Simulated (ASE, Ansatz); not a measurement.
# Convergence of a linear-scaling basis for C(111) slab, H on the bottom face (176 atoms), part 2 of 2

Wanted: errors and times of a linear-scaling basis for C(111) slab, H on the bottom face (176 atoms). A setting counts as converged where the r.m.s. difference of forces stays under 1 % of the r.m.s. force.

Ansatz 0.2.0; Kohn-Sham DFT, PBE+D3(BJ), PAW (set soft_2), plane waves.

The cell: 160 C and 16 H. Beside vacuum, support functions can miss their usual error bounds without a warning. The main run has no spin polarisation.

So far: Starting point; Plane-wave single point.

## 3. Distances and neighbours

Bonds and neighbours are counted at the geometry of the runs.

Normalised to the volume that the atoms fill. Pair distribution functions g(r), in bins of 0.2 Å:

```csv
r (Å),total,C-C,C-H,H-H
1.00,0.29,0.00,1.75,0.00
1.20,0.09,0.00,0.52,0.00
1.40,0.16,0.20,0.00,0.00
1.60,3.28,3.97,0.00,0.00
1.80,0.00,0.00,0.00,0.00
2.00,0.00,0.00,0.00,0.00
2.20,0.28,0.00,1.68,0.00
2.40,0.82,0.92,0.00,6.90
2.60,3.07,3.50,0.16,17.70
2.80,0.37,0.06,1.92,0.00
3.00,2.46,2.98,0.00,0.00
3.20,0.02,0.00,0.14,0.00
3.40,0.20,0.01,1.18,0.00
3.60,0.82,0.98,0.04,0.00
3.80,0.98,1.17,0.11,0.00
4.00,0.56,0.59,0.40,0.00
4.20,0.21,0.01,1.19,0.18
4.40,2.31,2.61,0.50,8.00
4.60,1.31,1.45,0.71,0.00
4.80,0.02,0.01,0.07,0.00
5.00,0.94,0.95,0.64,6.03
5.20,1.27,1.38,0.81,0.12
5.40,0.43,0.34,0.90,0.00
5.60,1.16,1.36,0.24,0.00
5.80,0.57,0.68,0.05,0.00
6.00,0.11,0.02,0.53,0.00
6.20,0.44,0.39,0.72,0.00
6.40,1.01,1.07,0.75,0.00
```

Bonds by pair of elements; cutoffs follow the first minimum of g(r), held within bounds set by covalent radii, and pairs that aren't listed don't count as bonded:

```csv
pair A-B,cutoff (Å),bonds,mean length (Å),spread (Å),shortest (Å),B about A,A about B
C-C,1.85,304,1.54,0.026,1.48,3.8,3.8
C-H,1.34,16,1.08,0.034,1.03,0.1,1
```

How many atoms have how many bonded neighbours:

| element | mean | 1 | 3 | 4 |
| --- | --- | --- | --- | --- |
| C | 3.9 | 0 | 16 | 144 |
| H | 1 | 16 | 0 | 0 |

Bond angles, per cent of each kind in bins of 5°:

```csv
angle (°),C-C-C,C-C-H
100–105,0.0,2.1
105–110,64.0,52.1
110–115,36.0,43.8
115–120,0.0,2.1
```

Bond angles (no mean is given where the spread exceeds 20°):

```csv
angle,count,mean (°),spread (°)
C-C-C,864,109,1.6
C-C-H,48,110,2
```

Bond length by coordination (bonds to H left out):

```csv
element,coordination,atoms,mean bond length (Å)
C,3,16,1.54
C,4,144,1.54
```

With the cutoffs above, 90 % of C atoms have 4 and all H atoms have 1 bonded neighbour. The C-C-C angle averages 109° with a spread of 1.6°.

The surroundings of C69, which has 3 bonded neighbours where the commonest count for C is 4, nearest first, numbered as they follow in the input and with coordinates relative to it.

| atom | x | y | z | distance (Å) | bonds | intrinsic-atomic-orbital charge (e) | Fx | Fy | Fz (eV/Å) |
| --- | --- | --- | --- | --- | --- | --- | --- | --- | --- |
| C69 | 0.00 | 0.00 | 0.00 | 0.00 | 3 | -0.01 | -0.22 | 2.00 | -3.77 |
| C100 | 0.01 | -1.39 | -0.50 | 1.48 | 4 | -0.02 | -0.11 | -1.09 | 3.90 |
| C70 | 1.23 | 0.76 | -0.47 | 1.52 | 4 | -0.02 | 1.20 | 0.76 | 4.28 |
| C160 | -1.27 | 0.82 | -0.51 | 1.59 | 4 | -0.02 | 0.15 | -1.98 | 4.85 |
| C99 | -1.26 | -2.12 | 0.02 | 2.46 | 3 | -0.04 | 0.03 | -0.72 | -3.87 |
| C9 | 1.28 | -2.12 | 0.03 | 2.47 | 3 | -0.04 | -0.31 | -0.17 | -3.83 |
| C97 | 0.01 | -1.39 | -2.05 | 2.48 | 4 | 0.02 | 0.16 | -0.29 | -0.95 |
| C157 | -1.23 | 0.77 | -2.05 | 2.51 | 4 | 0.03 | -0.45 | 0.81 | -0.27 |
| C159 | -2.51 | 0.04 | -0.01 | 2.51 | 3 | 0.00 | -0.15 | 0.35 | -3.78 |
| C109 | 2.54 | 0.08 | 0.00 | 2.54 | 3 | -0.01 | -1.03 | -0.78 | -3.63 |
| C67 | 1.28 | 0.79 | -2.06 | 2.55 | 4 | 0.04 | -0.66 | 0.85 | 0.01 |
| C39 | -1.29 | 2.23 | 0.05 | 2.58 | 3 | -0.07 | 0.47 | 0.61 | -4.24 |
| C79 | 1.29 | 2.26 | 0.01 | 2.60 | 3 | -0.01 | -1.10 | -0.69 | -3.83 |

The column of bonds counts only the pairs C-C within 1.85 Å, C-H within 1.34 Å; other neighbours, such as metal atoms beside each other in a compound, aren't counted, and periodic images can show an atom twice.

## 4. Support functions medium

With localised support functions most steps grow linearly with size, though the diagonalisation grows faster unless the density matrix is cut; this run measures error and cost at this size.

This step: Kohn-Sham DFT, PBE+D3(BJ), PAW (set soft_2), localised support functions (medium) (Ansatz 0.2.0).

The input, input.yaml:

```yaml
crystal:
  lattice:
    - [10.089, 0.0, 0.0]
    - [-5.0445, 8.73733, 0.0]
    - [0.0, 0.0, 19.84249]
  atoms:
    [... the 176 atom lines of step 2 ...]
kpoints:
  mp_grid: { grid: [2, 2, 1] }
hamiltonian:
  xc: pbe
  dispersion: d3bj
scf:
  occupations: { method: fermi_dirac, width: 0.05 }
  eigensolver: { kind: { support_functions: { accuracy: medium } } }
  mixing: { beta: 0.4 }
  max_iter: 150
output:
  forces: true
  eigenvalues: true
```

Command:

```
$ ansatz run input.yaml --threads 8 --pin off --max-ram 15872MiB --backend cpu --events-out ev --progress --plain --runs-dir out
```

Numbers of over 12 decimals in the logs are rounded to 6 here.

What it wrote:

```text
Warning: scf.eigensolver.kind.support_functions: disabling space-group detection — the functions' gradient is summed over unrotated k-points, so no spatial operation reduces the k-mesh or symmetrises the density; time reversal is kept, so that k and −k are solved as one point where they differ and the mesh holds both, and exact exchange and, on two spinor components, a DFT+U term hold to it where the run has them: [...]
settings of this run that can trade accuracy for cost: scf.eigensolver.kind.support_functions [...]
[...]
Crystal: 176 atoms, lattice volume = 1749.134 Å³
Basis set: ecut = 420 eV, 34219 PW (Γ), exchange–correlation on 144×144×270 points (8 copies of the dense FFT grid, shifted against one another)
Bands: 394, of which v1, the nominal top of the filled ones, is band 328 counted from 1 (327 counted from 0)
Symmetry: 1 space group operations
k-points: 4
[...]
SCF iter   1: F=—  HF=-40387.037963 eV  |F-HF|=—  |Δ(HF+E_count)|=         —  Δρ=9.15e-2  dr2=1.21e2  ethr=1.00e-1
[...]
SCF iter  22: F=—  HF=-40373.204160 eV  |F-HF|=—  |Δ(HF+E_count)|=   1.16e-6  Δρ=1.14e-5  dr2=5.23e-6  ethr=1.36e-9  κ⁻¹=2.0e-4(r=7)
SCF iter  23: F=-40373.204160 eV  HF=-40373.204160 eV  |F-HF|=1.34e-7  |Δ(HF+E_count)|=   6.86e-7  Δρ=9.14e-6  dr2=2.45e-6  ethr=7.97e-10
SCF 1 converged in 23 iterations: F = -40373.217332 eV  dr2 = 2.45e-6
[...]
SCF converged after 23 iterations
Stability not checked: this state was not tested for a lower state beside it, because the mixer in use, unlike msr1, does not test its closes by its own steps (another_mixer; see scf.mixing.algorithm and scf.lower_state_search)
Free energy (F): -40373.217332 eV
[...]
Internal energy: -40372.488688 eV  (E = F + TS)
E sigma→0 (E₀):  -40372.853010 eV
Entropy (-TS):   -0.728643 eV (-4.140 meV/atom)
Fermi energy:    5.529513 eV
[...]
Σ components = -40373.217332   (vs F -40373.217332, Δ=0.00e0)
--- Forces (eV/Å), atoms counted from 1 ---
  atom   1  C     -1.16966847    -0.22952575    -1.66384509
  atom   2  C      0.67970134    -0.23692690     4.40862660
  atom   3  C      1.44838014    -0.06377196    -1.92958083
  atom   4  C      0.07479168     0.83939472    -0.18588923
[...]
atom 176  H      0.04823647    -0.04067639    -2.14347693
  max |Σ_I F_I| component: 5.20e-3 eV/Å
--- Band table (eV) ---
[...]
```

The job ended after 2.4 min (8 threads of Arm Neoverse V2, shared host; peak memory 4.3 GiB).

The program notes that the band table was not solved further than the SCF left it and it switched symmetry off.

Keys that differ from the reference: support_functions.accuracy = "medium", scf.max_iter = 150 and scf.mixing.beta = 0.4.

Forces differ from the reference by 2.3 meV/Å r.m.s., 0.17 % of their size, well within a tolerance of 1 %; the energy by -3.9 meV/atom.

## 5. What each setting buys

Differences are against the plane-wave reference (Kohn-Sham DFT, PBE+D3(BJ), PAW (set soft_2), plane waves), whose r.m.s. force component is 1.42 eV/Å. Energies are set beside the reference only for runs with its functional, potentials and electron count. Times are for 8 threads of Arm Neoverse V2, shared host. The reference's time includes the DOS and grids, which some other runs skip.

```csv
run,"Δ force, r.m.s. (meV/Å)",share of r.m.s. force (%),Δ energy (meV/atom),cycles,time,host memory (GiB)
reference,-,-,-,26,2.8 min,12
support functions medium,2.35,0.166,-3.92,23,2.4 min,4.3
```

## 6. Results

| Item | Value |
| --- | --- |
| free energy per atom | -229.3894 eV/atom |
| r.m.s. force component | 1.418 eV/Å |
| wall time of the 2 DFT runs | 5.2 min |

**Reading.** Against plane waves at 420 eV, the forces differ by 2.3 meV/Å (0.17 %) with support functions medium. Differences between support functions and plane waves include what basis error the plane-wave run still has.

59 levels are partly filled, by over 2 % (on the run's k-points): at this level the cell shows no clear gap. Levels of broken or missing bonds inside a gap of the host would look the same. With the cutoffs above, 90 % of C atoms have 4 and all H atoms have 1 bonded neighbour.

**Limits.** The geometry was built by rule, was displaced at random and isn't relaxed at this level: its force components are 1.4 eV/Å r.m.s. The slab bears a dipole and has periodic images along its normal, so a spurious field crosses the vacuum.

[Logs are printed without paths, hosts, clocks, repeated set-up lines and the standing remarks that a program may print on its own settings, such as how far it seeks lower states.]

[Hosts, paths, dates, database ids (printed as entryN), source tags and the programs' standing remarks are cut or masked in the printed files.]
